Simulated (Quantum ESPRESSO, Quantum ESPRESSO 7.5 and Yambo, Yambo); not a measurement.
# MgH2 (P4_2/mnm): G0W0 on several meshes in Yambo

How does the mesh move the gap of MgH2 (P4_2/mnm)?

Program: Quantum ESPRESSO 7.5 and Yambo 5.3.0. Level of theory: PBE and many-body steps on it, plane waves. Results are calculated unless marked as measured.

### Step 1. Starting point

The structure is tetragonal, space group P4_2/mnm (No. 136). Conventional cell: a = 4.517 Å, b = 4.517 Å, c = 3.020 Å, α = 90.00°, β = 90.00°, γ = 90.00°. Mg has 6 H at 1.95 Å nearest. Nearest to H lie 3 Mg at 1.95 Å. Farther neighbours are not listed.

Structure file:

```cif
data_structure
_symmetry_space_group_name_H-M 'P 1'
_symmetry_Int_Tables_number 1
_cell_length_a 4.5168
_cell_length_b 4.5168
_cell_length_c 3.0205
_cell_angle_alpha 90.000
_cell_angle_beta 90.000
_cell_angle_gamma 90.000
_cell_volume 61.62
loop_
_atom_site_label
_atom_site_type_symbol
_atom_site_fract_x
_atom_site_fract_y
_atom_site_fract_z
_atom_site_occupancy
Mg1 Mg 0.00000 0.00000 0.00000 1
Mg2 Mg 0.50000 0.50000 0.50000 1
H3 H 0.30600 0.30600 0.00000 1
H4 H 0.19400 0.80600 0.50000 1
H5 H 0.69400 0.69400 0.00000 1
H6 H 0.80600 0.19400 0.50000 1
```

The cell and positions come from the Crystallography Open Database and are kept as given unless a step says otherwise.

### Step 2. Empty states on the mesh, 2×2×2 mesh, 112 bands

This step: Quantum ESPRESSO 7.5; DFT, PBE, plane waves, norm-conserving pseudopotentials.

The sums over transitions need many empty states on a uniform mesh; this step solves for them.

pw.in

```
&control
  calculation = 'nscf'
  prefix = 'x'
  outdir = 'o'
  pseudo_dir = 'pseudo'
/
&system
  ibrav = 0
  nat = 6
  ntyp = 2
  ecutwfc = 76.0
  nbnd = 112
  force_symmorphic = .true.
/
&electrons
  conv_thr = 1e-9
  electron_maxstep = 80
  diago_full_acc = .true.
  diago_thr_init = 5e-6
/
ATOMIC_SPECIES
  Mg 24.305 Mg.upf
  H 1.008 H.upf
CELL_PARAMETERS angstrom
  4.5168000000 0.0000000000 0.0000000000
  0.0000000000 4.5168000000 0.0000000000
  0.0000000000 0.0000000000 3.0205000000
ATOMIC_POSITIONS crystal
  Mg 0.0000000000 0.0000000000 0.0000000000
  Mg 0.5000000000 0.5000000000 0.5000000000
  H 0.3060000000 0.3060000000 0.0000000000
  H 0.1940000000 0.8060000000 0.5000000000
  H 0.6940000000 0.6940000000 0.0000000000
  H 0.8060000000 0.1940000000 0.5000000000
K_POINTS automatic
  2 2 2 0 0 0
```

The run is started by

```console
> OMP_NUM_THREADS=1 mpirun -n 8 pw.x -nk 4 -in pw.in > pw.out
```

Log:

```text
Program PWSCF v.7.5 starts

     This program is part of the open-source Quantum ESPRESSO suite
     for quantum simulation of materials; please cite
         "P. Giannozzi et al., J. Phys.:Condens. Matter 21 395502 (2009);
         "P. Giannozzi et al., J. Phys.:Condens. Matter 29 465901 (2017);
         "P. Giannozzi et al., J. Chem. Phys. 152 154105 (2020);
     in publications or presentations arising from this work. More details at

     Atomic positions and unit cell read from directory:
     o/x.save/

     Message from routine setup:
[...]
k = 0.0000-0.5000 0.0000 (  4628 PWs)   bands (ev):

[...]
68.3574  68.3574  68.8879  68.8879  70.3597  70.3597  71.8365  71.8365
    74.3498  74.3498  75.5915  75.5915  77.3029  77.3029  77.4320  77.4320

          k = 0.0000-0.5000-0.7477 (  4680 PWs)   bands (ev):

     [... further k-points ...]

     highest occupied, lowest unoccupied level (ev):     1.6844    5.5994

     XML data file, pseudopotentials, collected wavefunctions

=------------------------------------------------------------------------------=
   JOB DONE.
=------------------------------------------------------------------------------=
```

It took 6.7 s on 8 MPI ranks of AMD EPYC 7R43, shared host; peak memory 0.57 GiB; 50 s of CPU time.

This step gave:

| Item | Value |
| --- | --- |
| gap | 3.915 eV |
| k of the valence top | 0, 0, -0.5 |
| k of the conduction bottom | -0.5, -0.5, -0.5 |
| least direct gap | 4.769 eV |
| k points computed | 6 |
| lowest point of the top converged band, above the valence top | 70.5954 eV |

On this mesh the gap is 3.915 eV.

The density comes from a self-consistent run that is not shown.

### Step 3. Conversion and set-up

This step: Yambo 5.3.0; conversion and set-up on PBE, plane waves, norm-conserving pseudopotentials.

The states are converted to the many-body program's format and the q mesh is built.

The run is started by

```console
> (cd o/x.save; p2y > p2y.log; mv SAVE ../..); yambo > setup.log
```

Log:

```text
 Yambo, version 5.3.0

 [02] CORE Variables Setup
 =========================

  [02.01] Unit cells
  ==================

  Cell kind             :  Unknown
  Atoms in the cell     :  Mg  H
  number of Mg atoms    :  2
  number of H  atoms    :   4

  List of atomic masses
  Mass of Mg    :  24.30500
  Mass of H     :  1.008000

  List of atomic coordinates    : [cc]
  Mg1       :  0.000000  0.000000  0.000000  order 1
  Mg2       :  4.267757  4.267757  2.853959  order 2
  H1       :  2.611868  2.611868  0.000000  order 3
  H2       :  1.655890  6.879625  2.853959  order 4
[...]
==========================================

 IBZ Q-points                                      :   6
 BZ  Q-points                                      :   8

 K/Q-points units:
 rlu = crystal or reduced units; cc = cartesian coordinates; iku = interal k-units

 Q [1]          [rlu]:  0.000000  0.000000  0.000000
 Q [2]          [rlu]:  0.000000  0.000000 -0.500000
 Q [3]          [rlu]:  0.000000 -0.500000  0.000000
 Q [4]          [rlu]:  0.000000 -0.500000 -0.500000
 Q [5]          [rlu]: -0.500000 -0.500000  0.000000
 Q [6]          [rlu]: -0.500000 -0.500000 -0.500000

  [03.01] X indexes
  =================

   [03.01.01] Sigma indexes
   ========================

 [06] Game Over & Game summary
```

Wall time 3.4 s (1 MPI rank); peak memory 0.23 GiB.

### Step 4. 2×2×2

Now the one-shot GW correction: screening in the RPA, then the self-energy of the levels asked for.

This step: G0W0 on PBE, plane waves, norm-conserving pseudopotentials.

gw13.in

```
HF_and_locXC
gw0
dyson
ppa
em1d
rim_cut
RandQpts= 1000000
RandGvec= 1 RL
EXXRLvcs= 76 Ry
VXCRLvcs= 304 Ry
Chimod= "HARTREE"
% BndsRnXp
 1 | 112 |
%
NGsBlkXp= 12 Ry
% LongDrXp
 1 | 1 | 1 |
%
% GbndRnge
 1 | 112 |
%
DysSolver= "n"
ExtendOut
PPAPntXp= 27.21138 eV
% QPkrange
 2 | 2 | 11 | 14 |
 6 | 6 | 11 | 14 |
 1 | 1 | 11 | 14 |
%
```

The run is started by

```console
> OMP_NUM_THREADS=2 mpirun -n 4 yambo -F gw13.in -J gw13 -C gw13 > gw13.log
```

Log:

```text
 Yambo, version 5.3.0

 [02] CORE Variables Setup
 =========================

  [... cell, symmetries and grids as in the set-up ...]

  [02.05] Energies & Occupations
  ==============================

  [X] === General ===
  [X] Electronic Temperature                        :  0.000000  0.000000 [eV K]
  [X] Bosonic    Temperature                        :  0.000000  0.000000 [eV K]
  [X] Finite Temperature mode                       : no
  [X] El. density                                   :  0.38947E+24 [cm-3]
  [X] Fermi Level                                   :  1.684439 [eV]

  [X] === Gaps and Widths ===
  [X] Conduction Band Min                           :  3.914982 [eV]
  [X] Valence Band Max                              :  0.000000 [eV]
  [X] Filled Bands                                  :  12
  [X] Empty Bands                                   :   13  112
  [X] Direct Gap                                    :  4.769157 [eV]
  [X] Direct Gap localized at k                     :   6
  [X] Indirect Gap                                  :  3.914982 [eV]
  [X] Indirect Gap between kpts                     :   2   6
  [X] Last valence band width                       :  2.627666 [eV]
  [X] 1st conduction band width                     :  5.219412 [eV]

 [03] Transferred momenta grid and indexing
 ==========================================

 IBZ Q-points                                      :   6
 BZ  Q-points                                      :   8

 K/Q-points units:
 rlu = crystal or reduced units; cc = cartesian coordinates; iku = interal k-units

 Q [1]          [rlu]:  0.000000  0.000000  0.000000
 Q [2]          [rlu]:  0.000000  0.000000 -0.500000
 Q [3]          [rlu]:  0.000000 -0.500000  0.000000
 Q [4]          [rlu]:  0.000000 -0.500000 -0.500000
 Q [5]          [rlu]: -0.500000 -0.500000  0.000000
 Q [6]          [rlu]: -0.500000 -0.500000 -0.500000

 [04] Coloumb potential Random Integration (RIM)
 ===============================================

  [04.01] RIM initialization
  ==========================

  * Diagonal components only detected *

  8 x (sBL volume)        :  0.596489 [a.u.]
  sBZ random points       :  1000000
  Points outside the sBZ  :   7992674
  RL volume               :  0.596489 [a.u.]
  Integrated volume       :  0.597036 [a.u.]

  [04.02] RIM integrals
  =====================

  Gamma point sphere radius             :  0.152693 [a.u.]
  Points outside the sphere             :   799746
  [Int_sBZ(q=0) 1/q^2]*(Vol_sBZ)^(-1/3) =:  7.538312
                                 should be <:  7.795600

  Summary of Coulomb integrals for non-metallic bands |Q|[au] RIM/Bare

  Q [1] 0.100000E-4 0.966996 * Q [3] 0.368061 0.952411
  Q [5] 0.520517 0.994565 * Q [2] 0.550392 1.179740
  Q [4] 0.662118 1.091923 * Q [6] 0.757542 1.053786

 [05] Dipoles
 ============

  [05.01] Setup: observables and procedures
  =========================================

 [06] Dynamic Dielectric Matrix (PPA)
 ====================================

 [WR./gw13//ndb.pp]--------------------------------------------------------------
  Brillouin Zone Q/K grids (IBZ/BZ)                :   6   8   6   8
  RL vectors                                       :   5981 [WF]
  Coulomb cutoff potential                         : none
  Electronic Temperature                           :  0.000000 [K]
  Bosonic    Temperature                           :  0.000000 [K]
  PPA    diel. fun.  energies                      : Perdew, Burke & Ernzerhof(X)+Perdew, Burke & Ernzerhof(C)
  wavefunctions                                    : Perdew, Burke & Ernzerhof(X)+Perdew, Burke & Ernzerhof(C)
  Global Gauge                                     : length
  X matrix size                                    :  315
  X band range                                     :    1  112
  X e/h energy range                               : -1.000000 -1.000000 [eV]
  X Time ordering                                  : R
  X Hxc Kernel                                     : HARTREE
  X Drude frequency                                :  0.000000  0.000000
  X poles                                          :  100.0000 [o/o]
  RL vectors in the sum                            :   5981
  [r,Vnl] included                                 : yes
  Field direction                                  :  0.577350E-5  0.577350E-5  0.577350E-5
  BZ energy Double Grid                            : no
  BZ energy DbGd points                            : 0
  BZ Q point size factor                           : -1.000000
  X Optical Averaged directions                    : none

 [07] Local Exchange-Correlation + Non-Local Fock
 ================================================

 [VXC] Plane waves :   37211
 [EXS] Plane waves :   4683

 QP @ state[ 1 ] K range:  1  2
 QP @ state[ 1 ] b range:  11  14
 QP @ state[ 2 ] K range:   6   6
 QP @ state[ 2 ] b range:  11  14

 [xc] Functional : Perdew, Burke & Ernzerhof(X)+Perdew, Burke & Ernzerhof(C)
 [xc] LIBXC used to calculate xc functional

 [xc] E_xc :  -17.32657 [Ha]
      E_xc :  -34.65314 [Ry]

  Local XC kind (lXC) : Perdew, Burke & Ernzerhof(X)+Perdew, Burke & Ernzerhof(C)
  Non-Local XC kind (nlXC) : Hartree-Fock

  Corrections @ K [1] :  [eV]
 <11|nlXC|11> = -14.86659  0.21380E-17 <11|lXC|11> = -11.11383  0.37763E-15
 <12|nlXC|12> = -14.56383  0.13053E-16 <12|lXC|12> = -11.49412  0.37763E-15
 <13|nlXC|13> = -2.666200 -0.57354E-17 <13|lXC|13> = -6.786992 -0.18882E-15
 <14|nlXC|14> = -5.557938  0.64104E-17 <14|lXC|14> = -9.984004 -0.37763E-15

  Corrections @ K [2] :  [eV]
 <11|nlXC|11> = -15.18613 -0.12821E-16 <11|lXC|11> = -11.70967  0.18882E-15
 <12|nlXC|12> = -15.18588 -0.24663E-16 <12|lXC|12> = -11.70968  0.000000
[...]
Corrections @ K [6] :  [eV]
[...]
<12|nlXC|12> = -14.81363  0.14902E-16 <12|lXC|12> = -11.05669  0.94408E-16
 <13|nlXC|13> = -4.699638 -0.93702E-18 <13|lXC|13> = -9.140696 -0.23602E-16
 <14|nlXC|14> = -4.699310  0.10887E-17 <14|lXC|14> = -9.140670  0.000000

  [07.01] Hartree-Fock occupations report
  =======================================

  [Hartree-Fock] === General ===
  [Hartree-Fock] Electronic Temperature             :  0.000000  0.000000 [eV K]
  [Hartree-Fock] Bosonic    Temperature             :  0.000000  0.000000 [eV K]
  [Hartree-Fock] Finite Temperature mode            : no
  [Hartree-Fock] El. density                        :  0.38947E+24 [cm-3]
  [Hartree-Fock] Fermi Level                        :  1.684439 [eV]

  [Hartree-Fock] === Gaps and Widths ===
  [Hartree-Fock] Conduction Band Min                :  5.218376 [eV]
  [Hartree-Fock] Valence Band Max                   : -0.429964 [eV]
  [Hartree-Fock] Filled Bands                       :  12
  [Hartree-Fock] Empty Bands                        :   13  112
  [Hartree-Fock] Direct Gap                         :  5.830293 [eV]
  [Hartree-Fock] Direct Gap localized at k          :  3
  [Hartree-Fock] Indirect Gap                       :  5.648340 [eV]
  [Hartree-Fock] Indirect Gap between kpts          :   3   4
  [Hartree-Fock] Last valence band width            :  4.181150 [eV]
  [Hartree-Fock] 1st conduction band width          :  6.073182 [eV]

 [08] Dyson equation: Newton solver
 ==================================

  [08.01] G0W0 (W PPA)
  ====================

  [  GW  ] Bands range     :    1  112
  [GW/PPA] G damping       :  0.100000 [eV]

  QP @ state[ 1 ] K range:  1  2
  QP @ state[ 1 ] b range:  11  14
  QP @ state[ 2 ] K range:   6   6
  QP @ state[ 2 ] b range:  11  14

   Sc/G bands                                       :    1  112
   Sc/G damping                                     :  0.100000 ev
   Sc bands terminator                              : no
   Sx RL components                                 :   4683

   QP @ state[ 1 ] K range                          :  1  2
   QP @ state[ 1 ] b range                          :  11  14
   QP @ state[ 2 ] K range                          :   6   6
   QP @ state[ 2 ] b range                          :  11  14
   GF energies kind                                 : Perdew, Burke & Ernzerhof(X)+Perdew, Burke & Ernzerhof(C)
   GF WF`s kind                                     : Perdew, Burke & Ernzerhof(X)+Perdew, Burke & Ernzerhof(C)
   Xs energies kind                                 : Perdew, Burke & Ernzerhof(X)+Perdew, Burke & Ernzerhof(C)
   Xs WF`s kind                                     : Perdew, Burke & Ernzerhof(X)+Perdew, Burke & Ernzerhof(C)

 [11] Game Over & Game summary
```

Wall time 23 s (4 MPI ranks); peak memory 1.4 GiB.

Numbers from this step:

```yaml
g0w0_gap_on_the_points_computed: 5.769 eV
starting_gap_on_the_mesh: 3.915 eV
k_of_the_valence_top: 0, 0, -0.5
k_of_the_conduction_bottom: -0.5, -0.5, -0.5
least_direct_g0w0_gap_on_the_computed_points: 6.686 eV
z_at_the_valence_top: 0.7807
z_at_the_conduction_bottom: 0.8160
```

The gap on the mesh goes from 3.91 eV to 5.77 eV, a correction of +1.85 eV.

### Step 5. Empty states on the mesh, 2×2×4 mesh, 112 bands

This step: Quantum ESPRESSO 7.5; DFT, PBE, plane waves, norm-conserving pseudopotentials.

Edit pw.in of step 2 so:

```diff
@@ -35,2 +35,2 @@
 K_POINTS automatic
-  2 2 2 0 0 0
+  2 2 4 0 0 0
```

The run is started by

```console
> OMP_NUM_THREADS=1 mpirun -n 8 pw.x -nk 4 -in pw.in > pw.out
```

Log:

```text
[banner, memory and clock lines left out]
Program PWSCF v.7.5 starts

     Atomic positions and unit cell read from directory:
     o/x.save/

     Message from routine setup:
     using ibrav=0 with symmetry is DISCOURAGED, use correct ibrav instead

     bravais-lattice index     =            0
     lattice parameter (alat)  =       8.5355  a.u.
     unit-cell volume          =     415.8504 (a.u.)^3
     number of atoms/cell      =            6
     number of atomic types    =            2
     number of electrons       =        24.00
[...]
12.7194  12.9758  13.9674  16.7642  16.7642  17.8765  18.2123  18.2123
[...]
k = 0.0000 0.0000 0.3738 (  4644 PWs)   bands (ev):

[...]
k = 0.0000 0.0000-0.7477 (  4632 PWs)   bands (ev):

[...]
68.7443  68.7443  68.8678  68.8678  70.4607  70.4607  70.5687  70.5687
    70.9746  70.9746  71.3728  71.3728  72.0544  72.0544  72.2798  72.2798

          k = 0.0000-0.5000 0.0000 (  4628 PWs)   bands (ev):

     [... further k-points ...]

     highest occupied, lowest unoccupied level (ev):     1.6844    5.5994

     XML data file, pseudopotentials, collected wavefunctions
```

Run time: 9.4 s. Hardware: 8 MPI ranks; peak memory 0.6 GiB.

This step gave:

```yaml
gap: 3.915 eV
k_of_the_valence_top: 0, 0, -0.5
k_of_the_conduction_bottom: -0.5, -0.5, -0.5
least_direct_gap: 4.769 eV
k_points_computed: 9
lowest_point_of_the_top_converged_band_above_the_valence_top: 70.5954 eV
```

On this mesh the gap is 3.915 eV.

### Step 6. Conversion and set-up

This step: Yambo 5.3.0; conversion and set-up on PBE, plane waves, norm-conserving pseudopotentials.

The run is started by

```console
> (cd o/x.save; p2y > p2y.log; mv SAVE ../..); yambo > setup.log
```

Log:

```text
 Yambo, version 5.3.0

 [02] CORE Variables Setup
 =========================

  [02.01] Unit cells
  ==================

  Cell kind             :  Unknown
  Atoms in the cell     :  Mg  H
  number of Mg atoms    :  2
  number of H  atoms    :   4

  List of atomic masses
  Mass of Mg    :  24.30500
  Mass of H     :  1.008000

  List of atomic coordinates    : [cc]
  Mg1       :  0.000000  0.000000  0.000000  order 1
  Mg2       :  4.267757  4.267757  2.853959  order 2
  H1       :  2.611868  2.611868  0.000000  order 3
  H2       :  1.655890  6.879625  2.853959  order 4
[...]
==========================================

 IBZ Q-points                                      :   9
 BZ  Q-points                                      :  16

 K/Q-points units:
 rlu = crystal or reduced units; cc = cartesian coordinates; iku = interal k-units

 Q [1]          [rlu]:  0.000000  0.000000  0.000000
 Q [2]          [rlu]:  0.000000  0.000000  0.250000
 Q [3]          [rlu]:  0.000000  0.000000 -0.500000
[...]
Q [8]          [rlu]: -0.500000 -0.500000  0.250000
 Q [9]          [rlu]: -0.500000 -0.500000 -0.500000

  [03.01] X indexes
  =================

   [03.01.01] Sigma indexes
   ========================

 [06] Game Over & Game summary
```

Elapsed: 3.3 s, on 1 MPI rank; peak memory 0.24 GiB.

(Continued in part 2 of 2.)

[Paths, hosts, dates, memory and timing lines, banners, echoed tables and standing remarks are left out of the program output.]

[Logs are printed without paths, hosts, clocks, repeated set-up lines and the standing remarks that a program may print on its own settings, such as how far it seeks lower states.]

[Runs of the session that timed out or met a known fault of the program may be left out.]

[Hosts, paths, dates, database ids (printed as entryN), source tags and the programs' standing remarks are cut or masked in the printed files.]
